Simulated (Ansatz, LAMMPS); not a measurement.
# Electronic structure of liquid K(F,Br) at 1000 K (94 atoms)

Wanted: forces, charges and levels of liquid K(F,Br) at 1000 K (94 atoms).

Method: Kohn-Sham DFT, r2SCAN, PAW (set soft_2), plane waves, in Ansatz 0.2.0.

### Step 1. The structure

The cell holds 94 atoms: 47 K, 18 F and 29 Br. Cell: a = 15.332 Å, b = 15.332 Å, c = 15.332 Å, α = 90.0°, β = 90.0°, γ = 90.0°. 94 atoms (47 K, 18 F, 29 Br) placed at random at 2.07 g/cm³, melted at 1800 K for 10 ps at fixed volume with the Lennard-Jones and Coulomb ion parameters for SPC/E (Joung and Cheatham, J. Phys. Chem. B 112, 9020 (2008)), full charges. Snapshot at the end of a hold of 20 ps at 1000 K and fixed volume.

What the set-up can't give: The starting topology of bonds comes from the classical model, and needn't be the one that DFT or experiment would give. The ion parameters were fitted for water, not for melts, so the starting structure of this cell may lie well off the real melt's. Sampling is at Γ alone, for a cell whose shortest periodic width is 15 Å.

### Step 2. The classical run that made the cell

A classical potential supplies the starting structure, since it reaches far longer times than DFT.

This step: classical MD, Lennard-Jones and Coulomb ion parameters for SPC/E (Joung and Cheatham, J. Phys. Chem. B 112, 9020 (2008)), full charges (LAMMPS 22 Jul 2025 - Update 4).

Contents of in.lmp:

```
# melt-quench of K47F18Br29
units metal
atom_style charge
boundary p p p
region box block 0 15.3316 0 15.3316 0 15.3316
create_box 3 box
mass 1 39.0983   # K
mass 2 18.9984   # F
mass 3 79.9040   # Br
create_atoms 1 random 47 495313 NULL overlap 2.2 maxtry 2000
create_atoms 2 random 18 495320 NULL overlap 2.2 maxtry 2000
create_atoms 3 random 29 495327 NULL overlap 2.2 maxtry 2000
pair_style lj/cut/coul/long 9.0
pair_modify mix arithmetic tail yes
pair_coeff 1 1 0.018634 2.8384   # K
pair_coeff 2 2 0.000321 4.0215   # F
pair_coeff 3 3 0.001169 4.9017   # Br
set type 1 charge 1
set type 2 charge -1
set type 3 charge -1
kspace_style pppm 1.0e-4
neigh_modify delay 0 every 1 check yes
thermo_style custom step time temp pe press density
thermo_modify norm yes
timestep 0.002
thermo 100
min_style cg
minimize 1e-4 1e-4 200 2000
reset_timestep 0
velocity all create 1800 495314 mom yes dist gaussian
fix lim all nve/limit 0.05
fix lan all langevin 1800 1800 0.2 495315 zero yes
thermo 500
run 1000 post no
# [... 10 lines left out ...]
compute msd all msd com yes
thermo 2500
fix md all nvt temp 1000 1000 0.2
run 10000 post no
print "== T1000: mean square displacement over the hold $(c_msd[4]:%.2f) A^2"
unfix md
uncompute msd
write_dump all custom T1000.dump id type xs ys zs modify sort id
```

Command:

```console
lmp -in in.lmp -log none -nocite
```

Log:

```text
LAMMPS (22 Jul 2025 - Update 4)
Created orthogonal box = (0 0 0) to (15.3316 15.3316 15.3316)
Created 47 atoms
Created 18 atoms
Created 29 atoms
PPPM initialization ...
  G vector (1/distance) = 0.30488517
  grid = 10 10 10
  estimated relative force accuracy = 8.1670015e-05
   Step          Time           Temp          PotEng         Press         Density
         0   0              0              2.0825567      554168.66      2.0720055
       100   0.2            0             -3.6758118     -4076.7519      2.0720055
       125   0.25           0             -3.6907473     -3097.75        2.0720055
Loop time of 0.0341986 s on 1 MPI rank(s) for 125 steps with 94 atoms
Minimization stats:
  Stopping criterion = energy tolerance
  Energy initial, next-to-last, final =
       2.0825566979401  -3.69041025931944  -3.69074725415321
  Force two-norm initial, final = 551.87192 0.28773072
  Iterations, force evaluations = 125 154
[... 8 lines left out ...]
      2499   4.998          1825.6421     -3.4284303      15978.078      2.0720055
      3332   6.664          1726.1591     -3.4436154      13006.169      2.0720055
      4165   8.33           1668.5823     -3.4454242      12257.833      2.0720055
      4998   9.996          1789.7322     -3.469029       9848.6185      2.0720055
[... 2 lines left out ...]
Loop time of 0.892387 s on 1 MPI rank(s) for 5000 steps with 94 atoms
   Step          Time           Temp          PotEng         Press         Density
[... 5 lines left out ...]
Loop time of 0.43864 s on 1 MPI rank(s) for 2500 steps with 94 atoms
   Step          Time           Temp          PotEng         Press         Density
[... 2 lines left out ...]
     12500   25             891.96504     -3.5781596      4407.3909      2.0720055
     15000   30             957.77228     -3.5704708      6575.7484      2.0720055
     17500   35             1075.5238     -3.5463455     -244.10024      2.0720055
     18500   37             922.75955     -3.5776741      2129.2514      2.0720055
Loop time of 1.71967 s on 1 MPI rank(s) for 10000 steps with 94 atoms
== T1000: mean square displacement over the hold 20.51 A^2
```

Elapsed: 3.4 s, on 1 thread of Arm Neoverse V2, shared host; peak memory 0.076 GiB.

### Step 3. Plane-wave single point

The electrons are solved once, with the atoms held.

Contents of input.yaml:

```yaml
crystal:
  lattice:
    - [15.3316, 0.0, 0.0]
    - [0.0, 15.3316, 0.0]
    - [0.0, 0.0, 15.3316]
  atoms:
    - { symbol: K, position: [0.74796, 0.65626, 0.22284] }
    - { symbol: K, position: [0.48276, 0.39544, 0.71969] }
    - { symbol: K, position: [0.28253, 0.94225, 0.46489] }
    - { symbol: K, position: [0.97497, 0.53969, 0.58162] }
    - { symbol: K, position: [0.7656, 0.5083, 0.03537] }
    - { symbol: K, position: [0.43933, 0.13689, 0.88256] }
    - { symbol: K, position: [0.80301, 0.86836, 0.3596] }
    - { symbol: K, position: [0.07463, 0.99003, 0.63591] }
    - { symbol: K, position: [0.93025, 0.09547, 0.95764] }
    - { symbol: K, position: [0.72944, 0.72109, 0.58165] }
    - { symbol: K, position: [0.65142, 0.82381, 0.91606] }
    - { symbol: K, position: [0.98887, 0.39471, 0.11851] }
    - { symbol: K, position: [0.51089, 0.40958, 0.44587] }
    - { symbol: K, position: [0.97998, 0.81834, 0.07819] }
    - { symbol: K, position: [0.73132, 0.5621, 0.76126] }
    - { symbol: K, position: [0.65975, 0.08546, 0.50658] }
    - { symbol: K, position: [0.49884, 0.85683, 0.73419] }
    - { symbol: K, position: [0.56794, 0.86508, 0.41731] }
    - { symbol: K, position: [0.76225, 0.42443, 0.54529] }
    - { symbol: K, position: [0.98502, 0.80147, 0.40337] }
    - { symbol: K, position: [0.82904, 0.40545, 0.32396] }
    - { symbol: K, position: [0.61852, 0.30109, 0.15108] }
    - { symbol: K, position: [0.77405, 0.09062, 0.28765] }
    - { symbol: K, position: [0.46148, 0.08473, 0.35786] }
    - { symbol: K, position: [0.43495, 0.45038, 0.04793] }
    - { symbol: K, position: [0.39849, 0.54517, 0.55324] }
    - { symbol: K, position: [0.96775, 0.71255, 0.80881] }
    - { symbol: K, position: [0.39841, 0.65871, 0.90909] }
    - { symbol: K, position: [0.22051, 0.45138, 0.04881] }
    - { symbol: K, position: [0.24006, 0.36465, 0.64857] }
    - { symbol: K, position: [0.19409, 0.59433, 0.74754] }
    - { symbol: K, position: [0.18911, 0.34036, 0.84637] }
    - { symbol: K, position: [0.00034, 0.60414, 0.23086] }
    - { symbol: K, position: [0.97242, 0.43782, 0.82445] }
    - { symbol: K, position: [0.93531, 0.28473, 0.63121] }
    - { symbol: K, position: [0.78118, 0.92968, 0.65271] }
    - { symbol: K, position: [0.37916, 0.18108, 0.59936] }
    - { symbol: K, position: [0.59851, 0.89262, 0.17595] }
    - { symbol: K, position: [0.25283, 0.54756, 0.29686] }
    - { symbol: K, position: [0.30619, 0.76264, 0.1118] }
    - { symbol: K, position: [0.30643, 0.09256, 0.13533] }
    - { symbol: K, position: [0.08893, 0.96522, 0.29051] }
    - { symbol: K, position: [0.16133, 0.93679, 0.8972] }
    - { symbol: K, position: [0.09836, 0.34451, 0.44724] }
    - { symbol: K, position: [0.99357, 0.09658, 0.42659] }
    - { symbol: K, position: [0.51674, 0.67513, 0.30213] }
    - { symbol: K, position: [0.75827, 0.30194, 0.83008] }
    - { symbol: F, position: [0.92652, 0.38861, 0.49499] }
    - { symbol: F, position: [0.43608, 0.5426, 0.37988] }
    - { symbol: F, position: [0.39622, 0.3584, 0.57853] }
    - { symbol: F, position: [0.80539, 0.40795, 0.70496] }
    - { symbol: F, position: [0.64062, 0.77947, 0.29486] }
    - { symbol: F, position: [0.904, 0.58452, 0.75438] }
    - { symbol: F, position: [0.6426, 0.004, 0.3513] }
    - { symbol: F, position: [0.92343, 0.74595, 0.2458] }
    - { symbol: F, position: [0.0822, 0.93831, 0.46397] }
    - { symbol: F, position: [0.0714, 0.44879, 0.96754] }
    - { symbol: F, position: [0.09928, 0.45239, 0.71822] }
    - { symbol: F, position: [0.32706, 0.57919, 0.11181] }
    - { symbol: F, position: [0.13018, 0.47067, 0.19583] }
    - { symbol: F, position: [0.71731, 0.86901, 0.50306] }
    - { symbol: F, position: [0.8615, 0.49328, 0.18576] }
    - { symbol: F, position: [0.91313, 0.99452, 0.32103] }
    - { symbol: F, position: [0.66588, 0.78418, 0.73561] }
    - { symbol: F, position: [0.32782, 0.26381, 0.76913] }
    - { symbol: Br, position: [0.24236, 0.94126, 0.71476] }
    - { symbol: Br, position: [0.69108, 0.27031, 0.36961] }
    - { symbol: Br, position: [0.62148, 0.20749, 0.69347] }
    - { symbol: Br, position: [0.83681, 0.28982, 0.00935] }
    - { symbol: Br, position: [0.83821, 0.68932, 0.9921] }
    - { symbol: Br, position: [0.4436, 0.92799, 0.93874] }
    - { symbol: Br, position: [0.91945, 0.8005, 0.58965] }
    - { symbol: Br, position: [0.59267, 0.51106, 0.20014] }
    - { symbol: Br, position: [0.31316, 0.27186, 0.9995] }
    - { symbol: Br, position: [0.78519, 0.95506, 0.11387] }
    - { symbol: Br, position: [0.15027, 0.98393, 0.09577] }
    - { symbol: Br, position: [0.97471, 0.26498, 0.28405] }
    - { symbol: Br, position: [0.84521, 0.11328, 0.57656] }
    [... 10 atom lines left out ...]
    - { symbol: Br, position: [0.39307, 0.85936, 0.2951] }
    - { symbol: Br, position: [0.17275, 0.19322, 0.55734] }
    - { symbol: Br, position: [0.81528, 0.61654, 0.42654] }
    - { symbol: Br, position: [0.60786, 0.4494, 0.90958] }
    - { symbol: Br, position: [0.60009, 0.5478, 0.60394] }
    - { symbol: Br, position: [0.14405, 0.74911, 0.93238] }
kpoints:
  mp_grid: { grid: [1, 1, 1] }
hamiltonian:
  xc: r2scan
scf:
  occupations: { method: gaussian, width: 0.05 }
output:
  forces: true
  stress: true
  populations: intrinsic
  dos:
    method: { smearing: { sigma: 0.15 } }
    de: 0.1
    projected: { site_lists: { Br: [Br], F: [F], K: [K] } }
  eigenvalues: true
  write_density: true
  write_potential: true
  volumetric_format: npy
```

Command:

```console
ansatz run input.yaml --threads 8 --pin off --max-ram 15872MiB --backend cpu --events-out ev --progress --plain --runs-dir out
```

Log:

```text
Engine: ansatz 0.2.0, aarch64-unknown-linux-gnu
Pseudopotentials: kind: paw
Pseudopotential: K, paw, valence charge 9, recommended cutoff 500 eV (meta_gga), K.paw.azcp
Pseudopotential: F, paw, valence charge 7, recommended cutoff 500 eV (meta_gga), F.paw.azcp
Pseudopotential: Br, paw, valence charge 7, recommended cutoff 500 eV (meta_gga), Br.paw.azcp
[... 6 lines on functional and potentials left out ...]
Crystal: 94 atoms, lattice volume = 3603.815 Å³
Basis set: ecut = 500 eV, 91623 PW (Γ), exchange–correlation on 480×480×480 points (64 copies of the dense FFT grid, shifted against one another)
Bands: 470, of which v1, the nominal top of the filled ones, is band 376 counted from 1 (375 counted from 0)
Symmetry: 1 space group operations
Space group: P1 (ITA 1), of the structure as read, at distance tolerance 1.5e-4 Å
k-points: 1
[...]
atom   7  K     -0.53475524     0.07110517    -0.35656872
  atom   8  K     -0.58286769     0.04848206    -0.35141258
[...]
atom  13  K     -0.03095441     0.02144010    -0.30242181
  atom  14  K     -0.28806519    -0.01641414     0.28121289
[...]
atom  93  Br     0.09685584    -0.34362157    -0.29994432
  atom  94  Br     0.10642309    -0.62481859     0.04824871
  max |Σ_I F_I| component: 1.68e-5 eV/Å
--- Stress (GPa, compression-positive) ---
       -1.163091       0.195376       0.056218
        0.195376      -0.848796      -0.062798
        0.056218      -0.062798      -0.945670
  P = ⅓ Tr σ = -0.9859 GPa (-9.859 kbar)
--- Band table (eV) ---
  k-point 0: bands = ["-30.4910", "-30.4580", "-30.4213", "-30.3532", [... 454 levels ...], "7.7153", "7.7265", "7.7651", "7.7781", "7.7925", "7.8174", "7.8294", "7.8536", "7.8696", "7.8818", "7.8972", "7.9129"]
--- intrinsic populations: 94 sites ---
  site symbol       q [e]
     0      K      8.1937
     1      K      8.2135
     2      K      8.1955
[...]
93     Br      7.7604
  spilling = 0.000000 (of n_electrons = 752.000000)
[key lines of the parts left out:]
SCF converged after 10 iterations
Free energy (F): -168212.680635 eV
Fermi energy:    1.962571 eV
```

Elapsed: 84 s, on 8 threads of Arm Neoverse V2, shared host; peak memory 10 GiB.

The program notes that the exchange-correlation potential is rough where the density is thin.

The run gave:

| Item | Value |
| --- | --- |
| free energy | -168212.6806 eV |
| free energy per atom | -1789.4966 eV/atom |
| SCF cycles | 10 |
| pressure | -0.9859 GPa |
| r.m.s. force component | 0.2841 eV/Å |
| longest force | 0.9825 eV/Å |
| Fermi energy | 1.963 eV |
| gap (highest filled to lowest empty level) | 3.812 eV |

Length of the force by element:

```csv
element,coordination,atoms,mean length of the force (eV/Å),spread,least,most
Br,all,29,0.477,0.178,0.158,0.852
F,all,18,0.390,0.116,0.226,0.615
K,all,47,0.473,0.193,0.0857,0.983
```

Intrinsic-atomic-orbital charges by element:

```csv
element,coordination,atoms,mean charge (e),spread,least,most
Br,all,29,-0.757,0.0134,-0.792,-0.738
F,all,18,-0.89,0.0029,-0.895,-0.884
K,all,47,0.808,0.0209,0.767,0.851
```

Density of states as counts of states in windows of 1 eV (from the Fermi level), total and the larger projections:

```csv
from (eV),to (eV),total,Br p,F p,K s,K p
-14,-13,68.6,0.1,0.2,0.1,65.1
-13,-5,0.0,0.0,0.0,0.0,0.0
-5,-4,10.3,2.9,6.9,0.3,0.1
-4,-3,136.2,57.2,73.4,3.3,0.7
-3,-2,130.5,102.4,24.5,1.9,0.5
-2,-1,5.0,4.8,0.1,0.1,0.0
-1,1,0.0,0.0,0.0,0.0,0.0
1,2,1.8,0.0,0.0,1.5,0.0
2,3,8.9,0.4,0.1,6.7,0.1
3,4,29.6,1.3,0.2,19.0,0.1
4,5,63.4,1.2,0.4,22.2,0.1
```

Between -26 and -14 eV lie 307 more states.

The stored curve holds about 658 of the 752 electrons; the rest, give or take the few that broadening carries across the Fermi level, lie in deeper levels below its range.

The levels nearest the highest filled one (over half full), pooled over k-points and spins:

```csv
level less the highest filled one (eV),occupation
-0.197,2
-0.196,2
-0.0553,2
-0.0519,2
-0.003,2
0,2
3.81,0
4.59,0
4.62,0
4.69,0
4.91,0
4.93,0
```

Valence density in the ab plane at fractional z = 0.291, with atoms of K and F and Br within 0.2 Å of it. It is the smooth field of the valence electrons, not physical close to the nuclei.

Ten steps, logarithmic in the rise over the least value, from '0' (0.00 × 1e0 e/Å³) to '9' (7.91 × 1e0 e/Å³), each cell a mean:
```
1478875200000000111000000122211000001367642
1367764100000123443210000000000000111122210
0123321000001245555431000000000012321100000
0000000000001245445531000123321012322100000
0000122221000134554321001479852100110112211
0012355554210011222111112479963100000235532
0013454455310000000145654234431110000135531
1112455554210000000368886310011232100011111
3211123332111000000256764200001232100000123
4321000124665310000012221100000111000000124
2210000147887520000000011111000000000000012
0000000136776410000000012221100000000000000
0000000012332100000000011111000001233210000
0000000000000000000000000000000013566531000
0000000000000000000000000000000013677531000
2210000000000000000000000000111111344312233
5421000000000000000000000001222211000123555
5531000000000000000000000011233211000124544
5421000001111000000000000001122210000023555
2110000123443210000000000000001111100001233
0000001235555321001111100000001456642000000
0000000134554311012332100000013688863100000
0001110112222100001222100011112577752123210
1246653100000000000000000123321123212367641
```
Columns run along a (15.3 Å), rows up along b (15.3 Å). Atoms in or near the plane, at fractional coordinates: K at (0.77, 0.09), K at (0.25, 0.55), K at (0.09, 0.97), K at (0.52, 0.68), F at (0.64, 0.78), Br at (0.97, 0.26), Br at (0.16, 0.72), Br at (0.39, 0.86).

Electrostatic potential energy in the ab plane at fractional z = 0.291, with atoms of K and F and Br within 0.2 Å of it. With pseudopotentials it is smooth inside the atoms' cores, unlike the true potential.

Ten even steps from '0' (-41 eV) to '9' (7 eV), each cell a mean:
```
8620015899999999999999999999999999999975799
8742137899999999878999999999999999999999999
9888888999999983001699999999999998888999999
9999999999999970000589999999999998888999999
9999999999999997446899999962389999999999999
9999852248999999999999899941169999999998899
9999700006999999999875457998999999999999999
9999842248999999999840004899998888899999999
7889999899999999999863236899998888899999988
6789999987446899999998889999999989999999887
8899999872001589999999999999999999999999988
9999999984213789999999999999999999999999999
9999999998888899999999999999999999888899999
9999999999999999999999999999999987533589999
9999999999999999999999999999999987422589999
9999999999999999999999999999999998877899999
3799999999999999999999999999999999999998522
0599999999999999999999999999999999999997100
4899999999999999999999999999999999999998522
9999999998778999999999999999999998999999999
9999999986226899999889999999998754578999999
9999999997567999988778899999998400037999999
9988899999999999988888999999998631268999999
9864468999999999999999999999999988899975699
```
Columns run along a (15.3 Å; values clipped at the 3rd and 97th percentile), rows up along b (15.3 Å). Atoms in or near the plane, at fractional coordinates: K at (0.77, 0.09), K at (0.25, 0.55), K at (0.09, 0.97), K at (0.52, 0.68), F at (0.64, 0.78), Br at (0.97, 0.26), Br at (0.16, 0.72), Br at (0.39, 0.86).

Mean intrinsic-atomic-orbital charges: Br -0.76, F -0.89, K +0.81 e. The largest share in the top eV of filled states is Br p (80 % of the projected weight), and in the lowest eV of empty states K s (85 % of the projected weight).

### Step 4. Local order

Bonds and neighbours are counted at the geometry of the runs.

Density 2.07 g/cm³, 38.34 Å³ an atom.

g(r), total and by pair (bins of 0.2 Å):

```csv
r (Å),total,K-K,K-Br,K-F,Br-Br,Br-F,F-F
2.30,0.06,0.00,0.00,0.31,0.00,0.00,0.00
2.50,0.55,0.00,0.00,2.90,0.00,0.00,0.00
2.70,1.83,0.00,0.00,9.54,0.00,0.00,0.00
2.90,0.73,0.00,0.85,2.46,0.00,0.00,0.00
3.10,1.79,0.40,3.71,2.67,0.00,0.00,0.88
3.30,1.20,0.25,3.28,0.48,0.00,0.00,0.80
3.50,1.22,0.53,2.66,0.56,0.00,0.67,2.18
3.70,1.35,1.69,1.71,0.12,0.76,1.59,3.28
3.90,0.90,1.53,0.90,0.12,0.44,0.91,1.76
4.10,1.21,1.70,0.99,0.00,0.81,2.73,2.07
4.30,1.12,1.54,0.79,0.36,0.73,2.98,0.00
4.50,1.01,1.28,0.51,0.42,1.83,1.64,2.20
4.70,0.94,1.59,0.24,0.46,2.17,0.99,1.62
4.90,0.86,1.12,0.44,0.70,1.84,0.80,1.08
5.10,0.86,1.19,0.53,0.39,1.70,1.17,0.68
5.30,0.90,1.01,0.67,0.96,1.21,0.79,1.25
5.50,0.83,1.07,0.42,1.18,0.69,1.08,0.28
5.70,0.98,0.88,0.91,0.88,1.16,1.26,1.35
5.90,1.04,0.71,0.97,1.71,0.98,1.19,0.00
6.10,0.91,0.73,0.88,1.19,0.91,1.10,0.47
6.30,1.19,1.11,1.27,1.50,1.20,0.97,0.22
6.50,1.15,0.80,1.62,1.50,0.65,0.78,0.21
6.70,1.02,0.95,1.29,0.87,0.90,0.67,1.39
6.90,0.92,0.63,1.35,1.07,0.64,0.63,0.19
7.10,1.00,0.88,1.08,1.21,0.74,1.03,0.53
7.30,0.85,0.88,0.89,0.96,0.77,0.46,1.16
7.50,1.02,0.97,1.10,1.06,0.85,1.03,0.95
```

The surroundings of K29, which bears the longest force, nearest first, numbered as they follow in the input and with coordinates relative to it.

```csv
atom,x,y,z,distance (Å),intrinsic-atomic-orbital charge (e),Fx,Fy,Fz (eV/Å)
K29,0.00,0.00,0.00,0.00,0.84,-0.72,0.57,0.36
F57,-2.29,-0.04,-1.25,2.60,-0.89,0.07,-0.32,-0.15
F60,-1.38,0.30,2.25,2.66,-0.89,-0.09,0.22,0.12
F59,1.63,1.96,0.97,2.73,-0.89,0.09,-0.14,-0.29
Br74,1.42,-2.75,-0.76,3.19,-0.76,0.30,-0.30,0.40
K25,3.29,-0.02,-0.01,3.29,0.80,0.05,0.41,0.10
Br80,1.64,0.50,-3.00,3.46,-0.74,0.09,-0.14,0.14
K32,-0.48,-1.70,-3.10,3.57,0.80,-0.10,-0.28,0.18
```

### Step 5. Outcome

```
free energy per atom                             : -1789.4966 eV/atom
pressure                                         : -0.9859 GPa
r.m.s. force component                           : 0.2841 eV/Å
gap (highest filled to lowest empty level) : 3.812 eV
wall time of the 1 DFT run                       : 84 s
```

**Reading.** The highest filled and lowest empty levels differ by 3.81 eV (at Γ alone); a semilocal functional tends to put such gaps too low. In a disordered cell it changes from sample to sample and from frame to frame.

**Limits.** The force components of 0.28 eV/Å r.m.s. hold both thermal displacement and the mismatch between the potential that made the cell and DFT. The pressure of a single frame lacks the kinetic term.

[Logs are printed without paths, hosts, clocks, repeated set-up lines and the standing remarks that a program may print on its own settings, such as how far it seeks lower states.]

[Hosts, paths, dates, database ids (printed as entryN), source tags and the programs' standing remarks are cut or masked in the printed files.]
